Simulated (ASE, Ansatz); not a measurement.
# Electronic structure of twisted 1T-TiS2 bilayer, 4.41° (1014 atoms)

Wanted: forces and levels of twisted 1T-TiS2 bilayer, 4.41° (1014 atoms).

Main program and level: Ansatz 0.2.0; Kohn-Sham DFT, PBEsol, PAW (set soft_2), localised support functions (medium).

### Step 1. The structure

The cell holds 1014 atoms: 338 Ti and 676 S. Cell: a = 44.330 Å, b = 44.330 Å, c = 20.860 Å, α = 90.0°, β = 90.0°, γ = 120.0°. It derives from TiS2 (1T-TiS2). 1T-TiS2 (a = 3.41 Å) under 1T-TiS2 (a = 3.41 Å), bilayer, commensurate cell of 169 unit cells a layer, twist 4.41 deg; facing planes 3.14 Å apart; 12 Å of vacuum; layers as built, displaced by a Gaussian of 0.01 Å. Regions: layer 1, 507 atoms (169 Ti and 338 S); layer 2, 507 atoms (169 Ti and 338 S). Vacuum lies along c.

Before any run, some limits are plain. The functional has no dispersion term, which matters for the binding between molecules or layers. Beside vacuum, support functions can miss their usual error bounds without a warning. The main run has no spin polarisation, so moments on Ti can't form in it, and no Hubbard term. Only the Γ point is sampled, in a cell whose shortest periodic width is 38 Å.

### Step 2. Support functions medium

The electrons are solved once, with the atoms held.

Contents of input.yaml:

```yaml
crystal:
  lattice:
    - [44.33, 0.0, 0.0]
    - [-22.165, 38.39091, 0.0]
    - [0.0, 0.0, 20.86]
  atoms:
    - { symbol: Ti, position: [0.00549, 0.86979, 0.35577] }
    - { symbol: S, position: [0.0491, 0.91465, 0.4247] }
    - { symbol: S, position: [0.05177, 0.87229, 0.28765] }
    - { symbol: Ti, position: [0.04691, 0.95888, 0.35571] }
    - { symbol: S, position: [0.09045, 0.00362, 0.42478] }
    - { symbol: S, position: [0.09238, 0.96068, 0.28787] }
    - { symbol: Ti, position: [0.01177, 0.73974, 0.35657] }
    - { symbol: S, position: [0.0552, 0.78508, 0.42485] }
    - { symbol: S, position: [0.05674, 0.7416, 0.28765] }
    - { symbol: Ti, position: [0.05344, 0.82885, 0.35631] }
    - { symbol: S, position: [0.0964, 0.87365, 0.42472] }
    - { symbol: S, position: [0.0987, 0.83063, 0.28666] }
    - { symbol: Ti, position: [0.09492, 0.91703, 0.35637] }
    - { symbol: S, position: [0.13796, 0.96261, 0.42405] }
    - { symbol: S, position: [0.14036, 0.91947, 0.28741] }
    - { symbol: Ti, position: [0.01762, 0.60909, 0.35602] }
    - { symbol: S, position: [0.06155, 0.65499, 0.42499] }
    - { symbol: S, position: [0.06316, 0.61115, 0.28728] }
    - { symbol: Ti, position: [0.05891, 0.698, 0.35711] }
    - { symbol: S, position: [0.10223, 0.74349, 0.42485] }
    - { symbol: S, position: [0.10421, 0.69963, 0.28742] }
    - { symbol: Ti, position: [0.10049, 0.78717, 0.3556] }
    - { symbol: S, position: [0.14416, 0.83214, 0.42555] }
    - { symbol: S, position: [0.1459, 0.78891, 0.28715] }
    - { symbol: Ti, position: [0.14237, 0.87583, 0.35593] }
    - { symbol: S, position: [0.18508, 0.92109, 0.42463] }
    - { symbol: S, position: [0.18748, 0.87787, 0.28761] }
    - { symbol: Ti, position: [0.18337, 0.96448, 0.35619] }
    - { symbol: S, position: [0.22667, 0.00975, 0.42442] }
    - { symbol: S, position: [0.22891, 0.96692, 0.28704] }
    - { symbol: Ti, position: [0.02333, 0.47911, 0.35664] }
    - { symbol: S, position: [0.06679, 0.52509, 0.42425] }
    [... 976 atom lines left out ...]
    - { symbol: Ti, position: [0.83145, 0.21241, 0.64386] }
    - { symbol: S, position: [0.87696, 0.25603, 0.7126] }
    - { symbol: S, position: [0.87474, 0.21023, 0.5758] }
    - { symbol: Ti, position: [0.8258, 0.07639, 0.64389] }
    - { symbol: S, position: [0.87115, 0.11985, 0.71222] }
    - { symbol: S, position: [0.86883, 0.07442, 0.57483] }
kpoints:
  mp_grid: { grid: [1, 1, 1] }
hamiltonian:
  xc: pbesol
scf:
  occupations: { method: fermi_dirac, width: 0.05 }
  eigensolver: { kind: { support_functions: { accuracy: medium } } }
  mixing: { beta: 0.2 }
  max_iter: 150
output:
  forces: true
```

The run is started by

```bash
$ ansatz run input.yaml --threads 32 --pin off --max-ram 92160MiB --backend cuda --events-out ev --progress --plain --runs-dir out --max-vram 78GiB
```

Numbers of over 12 decimals in the logs are rounded to 6 here.

The log of the run:

```text
Warning: scf.eigensolver.kind.support_functions: disabling space-group detection — the functions' gradient is summed over unrotated k-points, so no spatial operation reduces the k-mesh or symmetrises the density; time reversal is kept, so that k and −k are solved as one point where they differ and the mesh holds both, and exact exchange and, on two spinor components, a DFT+U term hold to it where the run has them: [...]
settings of this run that can trade accuracy for cost: scf.eigensolver.kind.support_functions [...]
Engine: ansatz 0.2.0, aarch64-unknown-linux-gnu
Pseudopotentials: kind: paw
Pseudopotential: Ti, paw, valence charge 12, recommended cutoff 420 eV (normal), Ti.paw.azcp
Pseudopotential: S, paw, valence charge 6, recommended cutoff 420 eV (normal), S.paw.azcp
[... 3 lines on functional and potentials left out ...]
device memory: the entry about to start is reckoned to put 36.8 GiB on a device that reports 177.9 GiB free (of which the cap on the GPU budget leaves the run 78.0 GiB)
GPU FFT provider: cuFFT
GPU libraries: cuBLAS 13.8.1, cuFFT 12.4.0, cuSOLVER 12.3.2
GPU matrix products: emulated (plane waves: as basis.precision tells), large ones in fixed point in workspaces of 1.00 GiB
Crystal: 1014 atoms, lattice volume = 35500.988 Å³
Basis set: ecut = 420 eV, 693435 PW (Γ), exchange–correlation on 600×600×288 points (8 copies of the dense FFT grid, shifted against one another)
Bands: 4868, of which v1, the nominal top of the filled ones, is band 4056 counted from 1 (4055 counted from 0)
Symmetry: 1 space group operations
k-points: 1
[... 7 lines on functional and potentials left out ...]
Initial density: superposition of atomic densities (neutral atoms: chi_scale 0, normalization atom)
Initial wavefunctions: pseudopotential atomic-orbital guess
GPU buffer pool allocated for 12960000 grid points (all kernels)
Functional: x = pbesol(κ = 0.804, μ = 0.123457), c = pbesol(β = 0.046)
SCF iter   1: F=—  HF=-1435729.166029 eV  |F-HF|=—  |Δ(HF+E_count)|=         —  Δρ=4.75e-2  dr2=1.09e3  ethr=1.00e-1
preconditioner: auto → Resta (q_TF=auto, 2.133 Å⁻¹)  ε∞=17.0  [insulator: Δε(μ)=0.869 eV  Ē_g=7.246 eV  σ=0.050 eV  W_gap=1.00  n_scr=5786 (ndim 8)  ℏωp=14.5 eV  f_vac=0.412  D(μ)=0.07/eV (n_scr^D=0)  ε∞_Penn≈5.0  vacuum switching on, ρ_ref=9.5e-4 e/Å³]
SCF iter   2: F=—  HF=-1435835.116435 eV  |F-HF|=—  |Δ(HF+E_count)|=    1.06e2  Δρ=3.25e-2  dr2=4.97e2  ethr=1.34e-2
preconditioner: auto → Resta (q_TF=auto, 2.133 Å⁻¹)  ε∞=10.2  [insulator: Δε(μ)=0.414 eV  Ē_g=6.740 eV  σ=0.050 eV  W_gap=0.97  n_scr=5786 (ndim 8)  ℏωp=14.5 eV  f_vac=0.413  D(μ)=6.77/eV (n_scr^D=6)  ε∞_Penn≈5.6  vacuum switching off (levels at the Fermi level)]
SCF iter   3: F=—  HF=-1435785.706856 eV  |F-HF|=—  |Δ(HF+E_count)|=    4.94e1  Δρ=2.19e-2  dr2=2.84e2  ethr=6.12e-3  κ⁻¹=1.0e0(r=1)
SCF iter   4: F=—  HF=-1435747.862565 eV  |F-HF|=—  |Δ(HF+E_count)|=    3.78e1  Δρ=1.39e-2  dr2=1.69e2  ethr=3.50e-3  κ⁻¹=5.9e-3(r=2)
SCF iter   5: F=—  HF=-1435716.042186 eV  |F-HF|=—  |Δ(HF+E_count)|=    3.18e1  Δρ=6.98e-3  dr2=2.95e1  ethr=2.08e-3  κ⁻¹=3.8e-5(r=3)
SCF iter   6: F=—  HF=-1435715.609359 eV  |F-HF|=—  |Δ(HF+E_count)|=   4.33e-1  Δρ=6.33e-3  dr2=3.02e1  ethr=3.64e-4  κ⁻¹=2.4e-5(r=4)
SCF iter   7: F=—  HF=-1435711.917741 eV  |F-HF|=—  |Δ(HF+E_count)|=    3.69e0  Δρ=2.26e-3  dr2=4.55e0  ethr=3.64e-4  κ⁻¹=1.8e-5(r=5)
SCF iter   8: F=—  HF=-1435711.674026 eV  |F-HF|=—  |Δ(HF+E_count)|=   2.44e-1  Δρ=2.30e-3  dr2=3.64e0  ethr=5.60e-5  κ⁻¹=1.7e-5(r=6)
SCF iter   9: F=—  HF=-1435711.896939 eV  |F-HF|=—  |Δ(HF+E_count)|=   2.23e-1  Δρ=2.60e-3  dr2=4.79e0  ethr=4.49e-5  κ⁻¹=7.6e-6(r=7)
SCF iter  10: F=—  HF=-1435711.268424 eV  |F-HF|=—  |Δ(HF+E_count)|=   6.29e-1  Δρ=1.17e-3  dr2=1.27e0  ethr=4.49e-5  κ⁻¹=3.1e-6(r=7)
[...]
SCF iter  19: F=—  HF=-1435711.853282 eV  |F-HF|=—  |Δ(HF+E_count)|=   3.69e-2  Δρ=8.31e-5  dr2=4.54e-3  ethr=9.43e-8  κ⁻¹=3.5e-5(r=7)
SCF iter  20: F=—  HF=-1435711.904827 eV  |F-HF|=—  |Δ(HF+E_count)|=   5.15e-2  Δρ=4.31e-5  dr2=1.27e-3  ethr=5.59e-8  κ⁻¹=6.9e-5(r=7)
SCF iter  21: F=—  HF=-1435711.932617 eV  |F-HF|=—  |Δ(HF+E_count)|=   2.78e-2  Δρ=3.89e-5  dr2=6.50e-4  ethr=1.57e-8  κ⁻¹=3.2e-5(r=7)
SCF iter  22: F=—  HF=-1435711.952054 eV  |F-HF|=—  |Δ(HF+E_count)|=   1.94e-2  Δρ=2.20e-5  dr2=2.95e-4  ethr=8.01e-9  κ⁻¹=1.1e-4(r=7)
SCF iter  23: F=—  HF=-1435711.970167 eV  |F-HF|=—  |Δ(HF+E_count)|=   1.81e-2  Δρ=1.19e-5  dr2=9.82e-5  ethr=3.63e-9  κ⁻¹=5.9e-5(r=7)
SCF iter  24: F=—  HF=-1435711.977772 eV  |F-HF|=—  |Δ(HF+E_count)|=   7.61e-3  Δρ=9.78e-6  dr2=6.04e-5  ethr=1.21e-9  κ⁻¹=4.5e-5(r=7)
SCF iter  25: F=—  HF=-1435711.985923 eV  |F-HF|=—  |Δ(HF+E_count)|=   8.15e-3  Δρ=6.83e-6  dr2=2.12e-5  ethr=7.45e-10  κ⁻¹=2.1e-5(r=7)
SCF iter  26: F=—  HF=-1435711.990735 eV  |F-HF|=—  |Δ(HF+E_count)|=   4.81e-3  Δρ=4.82e-6  dr2=1.16e-5  ethr=2.61e-10  κ⁻¹=1.8e-5(r=7)
SCF iter  27: F=—  HF=-1435711.991376 eV  |F-HF|=—  |Δ(HF+E_count)|=   6.42e-4  Δρ=3.72e-6  dr2=7.02e-6  ethr=1.43e-10  κ⁻¹=1.1e-4(r=7)
SCF iter  28: F=-1435711.991853 eV  HF=-1435711.991761 eV  |F-HF|=9.21e-5  |Δ(HF+E_count)|=   3.85e-4  Δρ=1.19e-6  dr2=1.05e-6  ethr=8.66e-11
SCF 1 converged in 28 iterations: F = -1435712.134069 eV  dr2 = 1.05e-6
  greatest PAW one-centre occupation: 0.999 electrons in one spin orbital (limit 2), on the Ti atom at site 609 (counted from 0), in its partial waves of l = 0
SCF converged after 28 iterations
Stability not checked: this state was not tested for a lower state beside it, because the mixer in use, unlike msr1, does not test its closes by its own steps (another_mixer; see scf.mixing.algorithm and scf.lower_state_search)
Free energy (F): -1435712.134069 eV
Harris-Foulkes:  -1435712.133977 eV  (|F-HF|=9.21e-5)
Internal energy: -1435710.990810 eV  (E = F + TS)
E sigma→0 (E₀):  -1435711.562439 eV
Entropy (-TS):   -1.143259 eV (-1.127 meV/atom)
Fermi energy:    1.549718 eV
--- Per-component energies (eV) ---
  E_band       = -122485.583433
  E_kinetic    = 163404.766089
  E_local      = -3219824.501582  (includes V_loc(G=0)·N_el)
  E_nonlocal   = 21717.457537
  E_softening  = -0.231105  (part of E_nonlocal)
  E_grid_corr  = -0.054598  (part of E_nonlocal)
  E_hartree    = 1536260.373953
  E_xc         = -97669.220632
  E_vxc        = -100122.298562  (∫ρ·V_xc dr)
  E_paw        = -739992.569784  (= ΣΔE_a)
  E_vpaw       = -60180.808094  (= ΣTr[D̂ρ^β])
  E_aug_tail   = 0.043804  (compensation charges beyond the density's cutoff)
  E_ewald      = 900303.812395
  E_core_change = 88.989626  (= ΣΔE_core)
  E_smearing   = -1.143259  (= −TS)
  E_closure    = 0.000000  (closes the sum)
  E_support_correction = -0.142215  (second-order, or where that is not computed along the SCF)
  E_support_correction_error = 1.4e-2  (of E_support_correction; not in F)
  Σ components = -1435712.134069   (vs F -1435712.134069, Δ=0.00e0)
--- Forces (eV/Å), atoms counted from 1 ---
[... 1014 lines of forces left out ...]
  max |Σ_I F_I| component: 2.35e-2 eV/Å
--- Band table (eV) ---
[... left out ...]
  guard bands above this table: 705 of the run's 4868 bands (output.publish_guard_bands: true publishes all)
```

The job ended after 53 s (1 × NVIDIA GB200 with 32 threads of Arm Neoverse V2, shared host; peak memory 6.8 GiB; 1.8 min of CPU time).

That memory is the host's; the program planned up to 36.8 GiB on the GPU. Forces of this run were stored rounded, and per-atom blocks of the log weren't kept.

The program notes that the band table was not solved further than the SCF left it and it switched symmetry off. Further notices: vacuum switching off with vacuum.

The run gave:

```yaml
free_energy: -1435712.1341 eV
free_energy_per_atom: -1415.8897 eV/atom
scf_cycles: 28
r_m_s_force_component: 0.2038 eV/Å
longest_force: 0.7141 eV/Å
fermi_energy: 1.55 eV
levels_partly_filled_by_over_2_per_cent: 22
```

Length of the force by element:

| element | coordination | atoms | mean length of the force (eV/Å) | spread | least | most |
| --- | --- | --- | --- | --- | --- | --- |
| S | all | 676 | 0.401 | 0.0999 | 0.123 | 0.714 |
| Ti | all | 338 | 0.163 | 0.0747 | 0.0154 | 0.532 |

The levels nearest the highest filled one (over half full), pooled over k-points and spins:

```
level less the highest filled one (eV)  occupation
                               -0.0144        2.00
                                 -0.01        2.00
                               -0.0081        2.00
                               -0.0068        2.00
                               -0.0041        2.00
                                     0        2.00
                                 0.339       0.661
                                 0.342       0.639
                                 0.346         0.6
                                 0.357       0.514
                                 0.359         0.5
                                 0.360       0.489
```

### Step 3. Distances and neighbours

Bonds and neighbours are counted at the geometry of the runs.

Normalised to the volume that the atoms fill. g(r), total and by pair (bins of 0.1 Å):

```csv
r (Å),total,S-S,S-Ti,Ti-Ti
2.25,0.00,0.00,0.00,0.00
2.35,0.10,0.00,0.22,0.00
2.45,9.77,0.00,22.00,0.00
2.55,0.00,0.00,0.00,0.00
2.65,0.00,0.00,0.00,0.00
2.75,0.00,0.00,0.00,0.00
2.85,0.00,0.00,0.00,0.00
2.95,0.00,0.00,0.00,0.00
3.05,0.00,0.00,0.00,0.00
3.15,0.06,0.14,0.00,0.00
3.25,0.08,0.18,0.00,0.00
3.35,1.90,2.98,0.00,5.18
3.45,8.16,14.00,0.00,17.30
3.55,0.14,0.30,0.00,0.00
3.65,0.08,0.18,0.00,0.00
3.75,0.08,0.17,0.00,0.00
3.85,0.08,0.18,0.00,0.00
3.95,0.08,0.18,0.00,0.00
4.05,0.06,0.15,0.00,0.00
4.15,2.67,0.17,5.85,0.00
4.25,0.81,0.18,1.63,0.00
4.35,0.07,0.15,0.00,0.00
4.45,0.07,0.15,0.00,0.00
4.55,0.11,0.16,0.09,0.00
4.65,0.18,0.12,0.29,0.00
4.75,0.20,0.15,0.30,0.00
4.85,1.41,2.89,0.28,0.00
4.95,0.18,0.15,0.26,0.00
5.05,0.18,0.14,0.27,0.00
5.15,0.18,0.13,0.27,0.00
5.25,0.17,0.12,0.26,0.00
5.35,2.00,0.12,4.39,0.00
5.45,2.33,0.14,5.11,0.00
5.55,0.15,0.11,0.23,0.00
5.65,0.17,0.13,0.25,0.00
5.75,0.16,0.11,0.24,0.00
5.85,1.00,1.38,0.25,2.49
5.95,3.48,6.34,0.22,5.06
6.05,0.29,0.34,0.21,0.44
6.15,0.29,0.33,0.23,0.42
6.25,0.29,0.33,0.22,0.43
6.35,0.27,0.32,0.19,0.43
6.45,0.28,0.32,0.22,0.42
6.55,0.28,0.32,0.20,0.44
```

Bonds by pair of elements; cutoffs follow the first minimum of g(r), held within bounds set by covalent radii, and pairs that aren't listed don't count as bonded:

```
pair A-B  cutoff (Å)  bonds  mean length (Å)  spread (Å)  shortest (Å)  B about A  A about B
    S-Ti         3.1   2028             2.43       0.014          2.38          3          6
```

How many atoms have how many bonded neighbours:

```
element  mean    3    6
      S     3  676    0
     Ti     6    0  338
```

Bond angles, per cent of each kind in bins of 5°:

| angle (°) | S-Ti-S | Ti-S-Ti |
| --- | --- | --- |
| 85–90 | 40.2 | 98.6 |
| 90–95 | 39.8 | 1.4 |
| 95–100 | 0.0 | 0.0 |
| 100–105 | 0.0 | 0.0 |
| 105–110 | 0.0 | 0.0 |
| 110–115 | 0.0 | 0.0 |
| 115–120 | 0.0 | 0.0 |
| 120–125 | 0.0 | 0.0 |
| 125–130 | 0.0 | 0.0 |
| 130–135 | 0.0 | 0.0 |
| 135–140 | 0.0 | 0.0 |
| 140–145 | 0.0 | 0.0 |
| 145–150 | 0.0 | 0.0 |
| 150–155 | 0.0 | 0.0 |
| 155–160 | 0.0 | 0.0 |
| 160–165 | 0.0 | 0.0 |
| 165–170 | 0.0 | 0.0 |
| 170–175 | 0.0 | 0.0 |
| 175–180 | 20.0 | 0.0 |

Bond angles (no mean is given where the spread exceeds 20°):

| angle | count | mean (°) | spread (°) |
| --- | --- | --- | --- |
| S-Ti-S | 5070 | - | - |
| Ti-S-Ti | 2028 | 89 | 0.5 |

First main peaks of g(r), for some of the pairs, lie near 3.43 Å (S-S), 2.43 Å (S-Ti) and 3.41 Å (Ti-Ti). With the cutoffs above, all S atoms have 3 and all Ti atoms have 6 bonded neighbours.

A closer look about S398, picked at random: 8 atoms, nearest first, numbered in the order of the input, with positions taken from that point.

```
 atom      x      y      z  distance (Å)  bonds
 S398   0.00   0.00   0.00          0.00      3
Ti400  -1.05   1.66  -1.42          2.43      6
Ti430   1.96   0.07  -1.43          2.43      6
Ti397  -0.91  -1.75  -1.44          2.44      6
 S948  -0.65  -0.95   3.15          3.35      3
 S401  -0.15   3.39   0.01          3.39      3
 S365  -3.01   1.57   0.02          3.39      3
 S431   2.87   1.82   0.00          3.40      3
```

The column of bonds counts only the pairs S-Ti within 3.10 Å; other neighbours, such as metal atoms beside each other in a compound, aren't counted, and periodic images can show an atom twice.

### Step 4. Summary of results

```json
{
 "free energy per atom": "-1415.8897 eV/atom",
 "r.m.s. force component": "0.2038 eV/Å",
 "wall time of the 1 DFT run": "53 s"
}
```

Levels near the Fermi energy are neither full nor empty under the smearing, so no gap is quoted. With the cutoffs above, all S atoms have 3 and all Ti atoms have 6 bonded neighbours.

What to keep in mind: The geometry was built by rule, was displaced at random and isn't relaxed at this level: its force components are 0.20 eV/Å r.m.s.

[Logs are printed without paths, hosts, clocks, repeated set-up lines and the standing remarks that a program may print on its own settings, such as how far it seeks lower states.]

[Hosts, paths, dates, database ids (printed as entryN), source tags and the programs' standing remarks are cut or masked in the printed files.]
